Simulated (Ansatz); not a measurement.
# A hypothetical structure for Mn4VBi

Starting from a made-up structure for Mn4VBi, the aim is the relaxed cell, its shortest contacts and, where a second run follows, its electronic structure.

Program: Ansatz 0.2.0. Level of theory: DFT, PBE, plane-wave PAW, files of the set soft_1, scalar-relativistic, ferromagnetic start, cell and ions relaxed at zero pressure; PAW set soft_1. Results are calculated unless marked as measured.

## Step 1: The starting structure

Symmetry: P4mm, No. 99, tetragonal system. Conventional cell: a = 3.748 Å, b = 3.748 Å, c = 6.579 Å, α = 90.00°, β = 90.00°, γ = 90.00°. Nearest to Bi lie 9 Mn at 2.61 to 2.71 Å. Nearest to Mn lie 1 Bi at 2.61 Å and 4 V at 2.69 Å and 4 Mn at 2.80 Å. Nearest to Mn lie 1 V at 2.49 Å and 4 Bi at 2.71 Å. Nearest to Mn lie 2 V at 2.49 Å and 6 Mn at 2.65 to 2.80 Å and 2 Bi at 2.66 Å. Nearest to V lie 9 Mn at 2.49 to 2.69 Å. Farther neighbours are not listed.

## Step 2: Relaxation of the guess

The guessed cell has no reason to be at equilibrium. It is relaxed with the atoms, within the space group of the guess.

Contents of input.yaml:

```yaml
crystal:
  lattice:
    - [3.748, 0.0, 0.0]
    - [0.0, 3.748, 0.0]
    - [0.0, 0.0, 6.579]
  atoms:
    - { symbol: Bi, position: [0.0, 0.0, 0.7293] }
    - { symbol: Mn, position: [0.0, 0.0, 0.3325], spin: 4.0 }
    - { symbol: Mn, position: [0.5, 0.5, 0.6458], spin: 4.0 }
    - { symbol: Mn, position: [0.0, 0.5, 0.0168], spin: 4.0 }
    - { symbol: Mn, position: [0.5, 0.0, 0.0168], spin: 4.0 }
    - { symbol: V, position: [0.5, 0.5, 0.2669], spin: 2.0 }
magnetization:
  spin_polarized: true
kpoints:
  mp_grid: { grid: [7, 7, 4] }
scf:
  occupations: { method: fermi_dirac, width: 0.05 }
hamiltonian:
  xc: pbe
  pseudopotentials: { kind: paw, azcp: { folder: soft_1 } }
relax:
  f_tol: 0.015
  max_steps: 70
  cell: {}
output:
  forces: true
  stress: true
```

Launch:

```console
> ansatz run input.yaml --threads 4 --pin off --max-ram 10240MiB --backend cpu --events-out ev --progress --plain --runs-dir out
```

Numbers of over 12 decimals in the logs are rounded to 6 here.

Log:

```text
Engine: ansatz 0.2.0, aarch64-unknown-linux-gnu
Pseudopotentials: kind: paw
Pseudopotential: Bi, paw, valence charge 15, recommended cutoff 420 eV (normal), soft_1/Bi.paw.azcp
Pseudopotential: Mn, paw, valence charge 15, recommended cutoff 420 eV (normal), soft_1/Mn.paw.azcp
Pseudopotential: V, paw, valence charge 13, recommended cutoff 420 eV (normal), soft_1/V.paw.azcp
Functional definition: PBE
  parameter kappa = 0.804
  parameter beta = 0.066725
  exchange = pbe_x(kappa = kappa, mu = beta*pi^2/3)
  correlation = pbe_c(beta = beta)
Crystal: 6 atoms, lattice volume = 92.419 Å³
Basis set: ecut = 420 eV, 1797 PW (Γ), exchange–correlation on 54×54×90 points (8 copies of the dense FFT grid, shifted against one another)
Bands: 64, of which v1, the nominal top of the filled ones, is band 44 counted from 1 (43 counted from 0)
Symmetry: 8 space group operations
Space group: P4mm (ITA 99), of the structure as read, at distance tolerance 4.5e-5 Å
Magnetic group: BNS 99.163 (UNI 823), of the structure as read, at distance tolerance 4.5e-5 Å
k-points: 30 of 196 (time reversal used)
Non-local potential: Bi, projectors of the file, l = 0: 2, l = 1: 2, l = 2: 2, l = 3: 1
Non-local potential: Mn, projectors of the file, l = 0: 3, l = 1: 2, l = 2: 3, l = 3: 1
Non-local potential: V, projectors of the file, l = 0: 3, l = 1: 2, l = 2: 3, l = 3: 1
PAW form: soft (Blöchl's): semilocal exchange-correlation on the pseudo side does not see the compensation charge
PAW one-centre angular grid: Bi, 590 points (default); XC on 64 Gauss nodes
PAW one-centre angular grid: Mn, 590 points (default); XC on 64 Gauss nodes
PAW one-centre angular grid: V, 590 points (default); XC on 64 Gauss nodes
Initial density: superposition of atomic densities (chi_scale 0.1, normalization cell, long waves kept (reshape's long-wave potential 0.06 eV rms))
Starting moments: Σ|m| = 18 μB on 5 of 6 sites
Initial wavefunctions: pseudopotential atomic-orbital guess
Functional: x = pbe(κ = 0.804, μ = 0.219515), c = pbe(β = 0.066725)
SCF iter   1: F=—  HF=-30900.513474 eV  |F-HF|=—  |Δ(HF+E_count)|=         —  Δρ=5.37e-2 (↑3.54e-2 ↓5.37e-2)  dr2=1.94e1  dr2_m=1.02e0  M=14.866 μB ∫|m|=15.276 μB  β_m=0.30  ethr=3.10e-3  ⟨swp⟩=5.8  Hψ=13238  notcnv=0  defer=15
Mixer restart at iter 1: flushing history
preconditioner: auto → Kerker (q_TF=auto, 2.706 Å⁻¹)  [metal: Δε(μ)=0.001 eV  Ē_g=10.568 eV  σ=0.050 eV  W_gap=0.01  n_scr=36 (ndim 8)  ℏωp=26.8 eV  f_vac=0.000  D(μ)=10.29/eV (n_scr^D=140)]
spin=Collinear: Kerker preconditioning applied to the charge; magnetization (m = ρ↑ − ρ↓) channel mixes plain (no charge-response kernel on spin).
SCF iter   2: F=—  HF=-30901.752101 eV  |F-HF|=—  |Δ(HF+E_count)|=    1.24e0  Δρ=4.78e-2 (↑3.06e-2 ↓4.78e-2)  dr2=1.42e1  dr2_m=8.78e-1  M=14.328 μB ∫|m|=14.792 μB  β_m=0.36  ethr=3.10e-3  ⟨swp⟩=2.0  Hψ=5188  notcnv=0  defer=343
SCF iter   3: F=—  HF=-30903.071554 eV  |F-HF|=—  |Δ(HF+E_count)|=    1.32e0  Δρ=2.92e-2 (↑2.62e-2 ↓2.92e-2)  dr2=3.64e0  dr2_m=5.00e-1  M=12.482 μB ∫|m|=13.074 μB  β_m=0.55  ethr=3.10e-3  ⟨swp⟩=2.6  Hψ=5924  notcnv=0  defer=342
SCF iter   4: F=—  HF=-30902.635579 eV  |F-HF|=—  |Δ(HF+E_count)|=   4.36e-1  Δρ=2.63e-2 (↑2.63e-2 ↓1.57e-2)  dr2=9.41e-1  dr2_m=2.47e-1  M=10.280 μB ∫|m|=11.467 μB  β_m=0.77  ethr=3.10e-3  ⟨swp⟩=2.9  Hψ=6225  notcnv=0  defer=318
SCF iter   5: F=—  HF=-30903.688300 eV  |F-HF|=—  |Δ(HF+E_count)|=    1.05e0  Δρ=1.39e-2 (↑1.39e-2 ↓1.18e-2)  dr2=8.85e-2  dr2_m=1.18e-1  M=9.992 μB ∫|m|=11.707 μB  β_m=0.89  ethr=1.07e-3  ⟨swp⟩=2.3  Hψ=6895  notcnv=0  defer=319
SCF iter   6: F=—  HF=-30904.047667 eV  |F-HF|=—  |Δ(HF+E_count)|=         —  Δρ=2.35e-2 (↑2.34e-2 ↓2.35e-2)  dr2=1.81e-2  dr2_m=4.59e-1  M=9.536 μB ∫|m|=12.894 μB  β_m=0.89  ethr=1.01e-4  ⟨swp⟩=2.4  Hψ=6993  notcnv=0  defer=320
Mixer restart at iter 6: flushing history
SCF iter   7: F=—  HF=-30903.990394 eV  |F-HF|=—  |Δ(HF+E_count)|=   5.73e-2  Δρ=9.96e-3 (↑6.52e-3 ↓9.96e-3)  dr2=3.52e-2  dr2_m=5.34e-2  M=9.496 μB ∫|m|=13.195 μB  β_m=0.94  ethr=2.06e-5  ⟨swp⟩=2.0  Hψ=7016  notcnv=0  defer=334
SCF iter   8: F=—  HF=-30903.994798 eV  |F-HF|=—  |Δ(HF+E_count)|=   4.40e-3  Δρ=8.21e-3 (↑8.21e-3 ↓3.90e-3)  dr2=9.44e-2  dr2_m=9.21e-3  M=9.546 μB ∫|m|=13.288 μB  β_m=0.69  ethr=2.06e-5  ⟨swp⟩=2.1  Hψ=7613  notcnv=0  defer=357
SCF iter   9: F=—  HF=-30903.980417 eV  |F-HF|=—  |Δ(HF+E_count)|=   1.44e-2  Δρ=1.42e-3 (↑7.57e-4 ↓1.42e-3)  dr2=2.52e-3  dr2_m=4.73e-4  M=9.516 μB ∫|m|=13.304 μB  β_m=0.80  ethr=2.06e-5  ⟨swp⟩=2.0  Hψ=7383  notcnv=0  defer=397
SCF iter  10: F=—  HF=-30903.981617 eV  |F-HF|=—  |Δ(HF+E_count)|=   1.20e-3  Δρ=8.86e-4 (↑8.86e-4 ↓3.27e-4)  dr2=7.96e-4  dr2_m=2.16e-4  M=9.515 μB ∫|m|=13.314 μB  β_m=0.79  ethr=2.86e-6  ⟨swp⟩=2.0  Hψ=6320  notcnv=0  defer=403
SCF iter  11: F=—  HF=-30903.981622 eV  |F-HF|=—  |Δ(HF+E_count)|=   5.72e-6  Δρ=4.37e-4 (↑2.17e-4 ↓4.37e-4)  dr2=3.66e-4  dr2_m=4.74e-5  M=9.516 μB ∫|m|=13.314 μB  β_m=0.90  ethr=9.04e-7  ⟨swp⟩=2.0  Hψ=4646  notcnv=0  defer=402
SCF iter  12: F=—  HF=-30903.981650 eV  |F-HF|=—  |Δ(HF+E_count)|=   2.80e-5  Δρ=3.08e-4 (↑3.08e-4 ↓1.29e-4)  dr2=1.04e-4  dr2_m=1.44e-5  M=9.513 μB ∫|m|=13.318 μB  β_m=0.80  ethr=4.16e-7  ⟨swp⟩=2.0  Hψ=4902  notcnv=0  defer=403
SCF iter  13: F=—  HF=-30903.981637 eV  |F-HF|=—  |Δ(HF+E_count)|=   1.34e-5  Δρ=1.30e-4 (↑1.14e-4 ↓1.30e-4)  dr2=1.77e-5  dr2_m=9.17e-6  M=9.515 μB ∫|m|=13.323 μB  β_m=0.84  ethr=1.18e-7  ⟨swp⟩=2.0  Hψ=6052  notcnv=0  defer=402
SCF iter  14: F=—  HF=-30903.981638 eV  |F-HF|=—  |Δ(HF+E_count)|=   9.48e-7  Δρ=2.66e-5 (↑2.58e-5 ↓2.66e-5)  dr2=1.52e-6  dr2_m=1.34e-7  M=9.515 μB ∫|m|=13.323 μB  β_m=0.88  ethr=2.01e-8  ⟨swp⟩=2.0  Hψ=5845  notcnv=0  defer=402
SCF iter  15: F=—  HF=-30903.981639 eV  |F-HF|=—  |Δ(HF+E_count)|=   6.66e-7  Δρ=2.56e-5 (↑2.56e-5 ↓9.63e-6)  dr2=4.42e-7  dr2_m=1.71e-7  M=9.515 μB ∫|m|=13.322 μB  β_m=0.74  ethr=1.73e-9  ⟨swp⟩=2.0  Hψ=6284  notcnv=0  defer=402
SCF iter  16: F=—  HF=-30903.981638 eV  |F-HF|=—  |Δ(HF+E_count)|=   2.29e-7  Δρ=7.85e-6 (↑7.30e-6 ↓7.85e-6)  dr2=2.25e-7  dr2_m=2.89e-9  M=9.515 μB ∫|m|=13.322 μB  β_m=0.78  ethr=5.02e-10  ⟨swp⟩=2.0  Hψ=6447  notcnv=0  defer=402
SCF iter  17: F=—  HF=-30903.981638 eV  |F-HF|=—  |Δ(HF+E_count)|=   2.72e-8  Δρ=4.70e-6 (↑2.77e-6 ↓4.70e-6)  dr2=5.26e-8  dr2_m=3.57e-9  M=9.515 μB ∫|m|=13.322 μB  β_m=0.89  ethr=2.56e-10  ⟨swp⟩=1.8  Hψ=4347  notcnv=0  defer=402
[...]
relax step   9: F+E_penalty+E_count = -30904.25971896 eV  Δ(F+E_penalty+E_count) = -4.628e-4 eV  max|allowed force component| = 3.106e-3 eV/Å  Δτ_max = 0.0094 Å  P = -0.002 GPa  Ω = 98.405 Å³  energy of the carried Pulay correction = +1.291e-4 eV  (11 SCF iters, dr2 threshold 6.58e-8 eV, accepted)
relax step  10: F+E_penalty+E_count = -30904.25989103 eV  Δ(F+E_penalty+E_count) = -1.721e-4 eV  max|allowed force component| = 2.674e-3 eV/Å  Δτ_max = 0.0064 Å  P = -0.022 GPa  Ω = 98.293 Å³  energy of the carried Pulay correction = +2.225e-4 eV  (16 SCF iters, accepted)
relax step  11: F+E_penalty+E_count = -30904.26027788 eV  Δ(F+E_penalty+E_count) = -3.868e-4 eV  max|allowed force component| = 8.396e-3 eV/Å  Δτ_max = 0.0099 Å  P = -0.029 GPa  Ω = 98.001 Å³  energy of the carried Pulay correction = +4.756e-4 eV  (18 SCF iters, accepted)
relax step  12: F+E_penalty+E_count = -30904.14993636 eV  Δ(F+E_penalty+E_count) = +1.103e-1 eV  max|allowed force component| = 2.783e-1 eV/Å  Δτ_max = 0.1371 Å  P = +3.077 GPa  Ω = 93.595 Å³  energy of the carried Pulay correction = +4.254e-3 eV  (20 SCF iters, rejected (line search))
relax step  13: F+E_penalty+E_count = -30904.26036368 eV  Δ(F+E_penalty+E_count) = -8.580e-5 eV  max|allowed force component| = 3.385e-3 eV/Å  Δτ_max = 0.0018 Å  P = -0.008 GPa  Ω = 97.933 Å³  energy of the carried Pulay correction = +5.405e-4 eV  (19 SCF iters, accepted)
Basis set: ecut = 420 eV, 1935 PW (Γ), exchange–correlation on 50×50×96 points (8 copies of the dense FFT grid, shifted against one another)
iter 1 solved again at ethr=6.39e-8 eV; its pass at ethr=3.10e-3 eV (dr2=5.62e-5 eV) is discarded
SCF iter   1: F=—  HF=-30904.259886 eV  |F-HF|=—  |Δ(HF+E_count)|=         —  Δρ=5.11e-5 (↑3.88e-5 ↓5.11e-5)  dr2=2.85e-7  dr2_m=5.01e-8  M=9.945 μB ∫|m|=13.870 μB  β_m=0.65  ethr=6.39e-8  ⟨swp⟩=3.2  Hψ=23769  notcnv=0
preconditioner: auto → Kerker (q_TF=auto, 2.118 Å⁻¹)  [metal: Δε(μ)=0.011 eV  Ē_g=10.668 eV  σ=0.050 eV  W_gap=0.06  n_scr=16 (ndim 8)  ℏωp=26.0 eV  f_vac=0.000  D(μ)=6.11/eV (n_scr^D=54)]
spin=Collinear: Kerker preconditioning applied to the charge; magnetization (m = ρ↑ − ρ↓) channel mixes plain (no charge-response kernel on spin).
SCF iter   2: F=—  HF=-30904.259902 eV  |F-HF|=—  |Δ(HF+E_count)|=   1.63e-5  Δρ=1.82e-5 (↑1.40e-5 ↓1.82e-5)  dr2=3.83e-8  dr2_m=6.12e-9  M=9.945 μB ∫|m|=13.870 μB  β_m=0.64  ethr=3.23e-10  ⟨swp⟩=2.0  Hψ=6224  notcnv=0
SCF iter   3: F=—  HF=-30904.259906 eV  |F-HF|=—  |Δ(HF+E_count)|=   4.03e-6  Δρ=1.98e-6 (↑1.98e-6 ↓1.87e-6)  dr2=4.48e-9  dr2_m=1.42e-9  M=9.945 μB ∫|m|=13.870 μB  β_m=0.82  ethr=4.35e-11  ⟨swp⟩=2.0  Hψ=5188  notcnv=0
SCF iter   4: F=—  HF=-30904.259906 eV  |F-HF|=—  |Δ(HF+E_count)|=   5.70e-9  Δρ=1.09e-6 (↑6.91e-7 ↓1.09e-6)  dr2=2.19e-9  dr2_m=3.72e-10  M=9.945 μB ∫|m|=13.870 μB  β_m=0.91  ethr=5.09e-12  ⟨swp⟩=2.0  Hψ=6306  notcnv=0
SCF iter   5: F=—  HF=-30904.259906 eV  |F-HF|=—  |Δ(HF+E_count)|=   6.48e-9  Δρ=7.38e-7 (↑6.11e-7 ↓7.38e-7)  dr2=2.11e-9  dr2_m=7.83e-11  M=9.945 μB ∫|m|=13.870 μB  β_m=0.95  ethr=2.49e-12  ⟨swp⟩=2.0  Hψ=5238  notcnv=0
SCF iter   6: F=—  HF=-30904.259906 eV  |F-HF|=—  |Δ(HF+E_count)|=   2.25e-9  Δρ=4.59e-7 (↑4.59e-7 ↓2.80e-7)  dr2=5.74e-11  dr2_m=1.04e-10  M=9.945 μB ∫|m|=13.870 μB  β_m=0.98  ethr=2.39e-12  ⟨swp⟩=2.0  Hψ=6060  notcnv=0
SCF iter   7: F=—  HF=-30904.259906 eV  |F-HF|=—  |Δ(HF+E_count)|=    0.00e0  Δρ=2.71e-7 (↑2.71e-7 ↓1.25e-7)  dr2=6.40e-11  dr2_m=2.22e-11  M=9.945 μB ∫|m|=13.870 μB  β_m=0.83  ethr=1.00e-12  ⟨swp⟩=2.1  Hψ=4514  notcnv=0
SCF iter   8: F=—  HF=-30904.259906 eV  |F-HF|=—  |Δ(HF+E_count)|=  7.28e-12  Δρ=9.38e-8 (↑9.38e-8 ↓8.34e-8)  dr2=1.37e-11  dr2_m=5.05e-12  M=9.945 μB ∫|m|=13.870 μB  β_m=0.91  ethr=1.00e-12  ⟨swp⟩=1.1  Hψ=3843  notcnv=0
SCF iter   9: F=-30904.259906 eV  HF=-30904.259906 eV  |F-HF|=5.82e-11  |Δ(HF+E_count)|=  1.46e-11  Δρ=1.10e-7 (↑6.53e-8 ↓1.10e-7)  dr2=5.27e-11  dr2_m=1.57e-12  M=9.945 μB ∫|m|=13.870 μB  ethr=1.00e-12  ⟨swp⟩=2.0  Hψ=10496  notcnv=0
the starting moments were not kept: 1 of 5 ended reversed and 4 kept their direction, counting a site from 0.1 μB. The largest reversed, site 5 (counted from 0, in the order of the report's site_moments_mub), started with +2.0 μB and closes at -1.4e0 μB in its sphere.
SCF 14 converged in 9 iterations: F = -30904.259906 eV  dr2 = 5.27e-11
relax step  14: F+E_penalty+E_count = -30904.25990596 eV  Δ(F+E_penalty+E_count) = +4.577e-4 eV  max|allowed force component| = 3.687e-3 eV/Å  Δτ_max = 0.0000 Å  P = -0.006 GPa  Ω = 97.933 Å³  stress off target by 2.07e-2 GPa  SCF on the basis re-selected at this cell (its energy is not comparable with the rows above)  (9 SCF iters)
basis re-selected at this cell: Δ(F+E_penalty+E_count) = +4.577e-4 eV, ΔP = +0.002 GPa vs the last step (what re-selecting the basis moved, of the pressure what is left beyond the Pulay correction that the steps carried, after the strain that the cell walked since its last selection, with what the two solves' SCF thresholds leave and, on support functions, any second-order correction that the steps lacked; it is no measure of the basis error at this ecutwfc). The dense FFT grid was sized anew with the basis: this SCF ran on 25×25×48 points, the steps before it on 27×27×48, so part of this shift can come from that change (see relax.cell in the input reference). [rest of the remark cut]
SCF converged after 9 iterations
Magnetization: 9.9454 μB (48.9727 up, 39.0273 down)
Absolute magnetization: 13.8809 μB (∫|ρ↑−ρ↓|, with the PAW one-centre terms)
Spin contamination: 1.2519 ħ² per cell (⟨S²⟩ above its minimum at these occupations)
Per-site moments (μB) at R_I (Å): [(-0.097262, 1.155512), (3.139833, 1.104457), (3.000689, 0.977627), (2.584511, 1.017098), (2.584511, 1.017098), (-1.368921, 0.977627)]
Free energy (F): -30904.259906 eV
Harris-Foulkes:  -30904.259906 eV  (|F-HF|=5.82e-11)
Internal energy: -30904.210086 eV  (E = F + TS)
E sigma→0 (E₀):  -30904.234996 eV
Entropy (-TS):   -0.049820 eV (-8.303 meV/atom)
Fermi energy:    14.959062 eV
--- Per-component energies (eV) ---
  E_band       = -1150.213666
  E_kinetic    = 1822.757737
  E_local      = -11436.961676  (includes V_loc(G=0)·N_el)
  E_nonlocal   = 2341.191945
  E_hartree    = 4439.567551
  E_xc         = -698.861661
  E_vxc        = -829.336004  (∫ρ·V_xc dr)
  E_paw        = -17111.386547  (= ΣΔE_a)
  E_vpaw       = -1927.002436  (= ΣTr[D̂ρ^β])
  E_aug_tail   = 0.001667  (compensation charges beyond the density's cutoff)
  E_ewald      = -10260.519101
  E_smearing   = -0.049820  (= −TS)
  E_closure    = 0.000000  (closes the sum)
  Σ components = -30904.259906   (vs F -30904.259906, Δ=0.00e0)
--- Forces (eV/Å), atoms counted from 1 ---
  atom   1  Bi     0.00000000    -0.00000000    -0.00005964
  atom   2  Mn    -0.00000000     0.00000000     0.00347486
  atom   3  Mn     0.00000000     0.00000000    -0.00044040
  atom   4  Mn    -0.00000000     0.00000000    -0.00332747
  atom   5  Mn     0.00000000    -0.00000000    -0.00332747
  atom   6  V      0.00000000     0.00000000     0.00368876
  max |Σ_I F_I| component: 8.64e-6 eV/Å
--- Stress (GPa, compression-positive) ---
       -0.019543      -0.000000       0.000000
       -0.000000      -0.019543      -0.000000
        0.000000      -0.000000       0.020655
  P = ⅓ Tr σ = -0.0061 GPa (-0.061 kbar)
--- Relaxed structure (12 steps of the walk, 11 accepted, 2 SCFs on fresh bases) ---
  F+E_penalty+E_count = -30904.25990596 eV   max|allowed force component| = 3.687e-3 eV/Å   (the final SCF, on the basis selected at the relaxed cell)
  cell:  # Å, volume = 97.9333 Å³
    - [3.724242, 0, 0]
    - [0, 3.724242, 0.0]
    - [0, 0.0, 7.060815]
  atoms:
    - { symbol: Bi, position: [0, 0.0, 0.736046] }
    - { symbol: Mn, position: [0, 0, 0.333631] }
    - { symbol: Mn, position: [0.5, 0.5, 0.600797] }
    - { symbol: Mn, position: [0, 0.5, 0.036242] }
    - { symbol: Mn, position: [0.5, 0, 0.036242] }
    - { symbol: V, position: [0.5, 0.5, 0.265141] }
```

Elapsed: 3.8 min, on 4 threads of Arm Neoverse V1, shared host; peak memory 0.63 GiB.

Relaxation path:

| step | energy less that of the first step (eV) | largest force component (eV/Å) | pressure (GPa) | volume (Å³) |
| --- | --- | --- | --- | --- |
| 1 | 0.0000 | 0.8642 | 5.27 | 92.42 |
| 2 | -0.2402 | 0.2499 | 0.35 | 98.22 |
| 3 | -0.2551 | 0.1719 | -0.11 | 98.96 |
| 4 | -0.2648 | 0.1055 | 0.21 | 98.76 |
| 5 | -0.2674 | 0.0213 | -0.26 | 99.07 |
| 6 | -0.2682 | 0.0113 | -0.06 | 98.77 |
| 7 | -0.2687 | 0.0070 | -0.01 | 98.57 |
| 8* | -0.2776 | 0.0068 | 0.03 | 98.57 |
| 9 | -0.2781 | 0.0031 | 0.00 | 98.41 |
| 10 | -0.2783 | 0.0027 | -0.02 | 98.29 |
| 11 | -0.2786 | 0.0084 | -0.03 | 98.00 |
| 12 | -0.1683 | 0.2783 | 3.08 | 93.60 |
| 13 | -0.2787 | 0.0034 | -0.01 | 97.93 |
| 14* | -0.2783 | 0.0037 | -0.01 | 97.93 |

Relaxation steps marked * repeat the geometry before them on a plane-wave basis chosen anew for their cell, so energy and pressure can jump there. Relaxation step 12 was tried and not accepted.

The run keeps the 8 symmetry operations that it works with, so distortions that break them were not tested.

| conventional cell, symmetrised | before | after | change |
| --- | --- | --- | --- |
| a (Å) | 3.748 | 3.724 | -0.6 % |
| b (Å) | 3.748 | 3.724 | -0.6 % |
| c (Å) | 6.579 | 7.061 | +7.3 % |
| volume (Å³/atom) | 15.40 | 16.32 | +6.0 % |

The atoms that moved most (Å, as changes of fractional coordinates times the final cell):

| atom | dx | dy | dz | length |
| --- | --- | --- | --- | --- |
| Mn3 | 0.000 | 0.000 | -0.318 | 0.318 |
| Mn4 | 0.000 | 0.000 | 0.137 | 0.137 |
| Mn5 | 0.000 | 0.000 | 0.137 | 0.137 |
| Bi1 | 0.000 | 0.000 | 0.048 | 0.048 |
| V6 | 0.000 | 0.000 | -0.012 | 0.012 |
| Mn2 | 0.000 | 0.000 | 0.008 | 0.008 |

The relaxed structure:

```
Bi Mn V
1.0
     3.72424    0.00000    0.00000
     0.00000    3.72424    0.00000
     0.00000    0.00000    7.06081
Bi Mn V
1 4 1
Direct
  0.00000 0.00000 0.73605
  0.00000 0.00000 0.33363
  0.50000 0.50000 0.60080
  0.00000 0.50000 0.03624
  0.50000 0.00000 0.03624
  0.50000 0.50000 0.26514
```

This step gave:

| Item | Value |
| --- | --- |
| free energy | -30904.2599 eV |
| energy at zero smearing | -30904.2350 eV |
| smearing term TS | 0.04982 eV |
| Fermi energy | 14.96 eV |
| magnetization | 9.945 μB |
| absolute magnetization | 13.88 μB |
| site moments | -0.09726, 3.140, 3.001, 2.585, 2.585, -1.369 μB |
| electrons | 88 |
| symmetry operations | 8 |
| pressure | -0.006144 GPa |

Site moment by atom:

| atom | site moment (μB) |
| --- | --- |
| Bi1 | -0.10 |
| Mn2 | 3.14 |
| Mn3 | 3.00 |
| Mn4 | 2.58 |
| Mn5 | 2.58 |
| V6 | -1.37 |

The shortest distance of each pair, which need not be the same contact before and after:

| pair | guess (Å) | relaxed (Å) |
| --- | --- | --- |
| Mn–V | 2.493 | 2.370 |
| Mn–Mn | 2.650 | 2.633 |
| Bi–Mn | 2.611 | 2.801 |
| Bi–Bi | 3.748 | 3.724 |
| V–V | 3.748 | 3.724 |

The relaxation ends with a largest force component of 0.0037 eV/Å and a pressure of -0.01 GPa.

## Step 3: Outcome

```
space group, relaxed : P4mm
conventional cell    : a = 3.724, b = 3.724, c = 7.061 Å; α = 90.0°, β = 90.0°, γ = 90.0°
volume per atom      : 16.32 Å³ (guess 15.40)
total moment         : 9.95 μB in the cell of 6 atoms
```

What this shows: Mn4VBi relaxes to P4mm with a = 3.724, b = 3.724 and c = 7.061 Å. The guessed volume was 6 % too small. The space group P4mm was held in the relaxation, so the end point is a stationary structure within it and may be a saddle against distortions or other arrangements. The input starts from parallel moments, and no other start was typed; the run left that order, and the end state is ferrimagnetic. Mesh and cutoff weren't tested. Spin-orbit coupling is left out, which can matter for elements this heavy. No dispersion term is used, so weakly bound directions may come out too long. Nothing here tests whether the compound is stable against decomposition.

[Logs are printed without paths, hosts, clocks, repeated set-up lines and the standing remarks that a program may print on its own settings, such as how far it seeks lower states.]

[Hosts, paths, dates, database ids (printed as entryN), source tags and the programs' standing remarks are cut or masked in the printed files.]
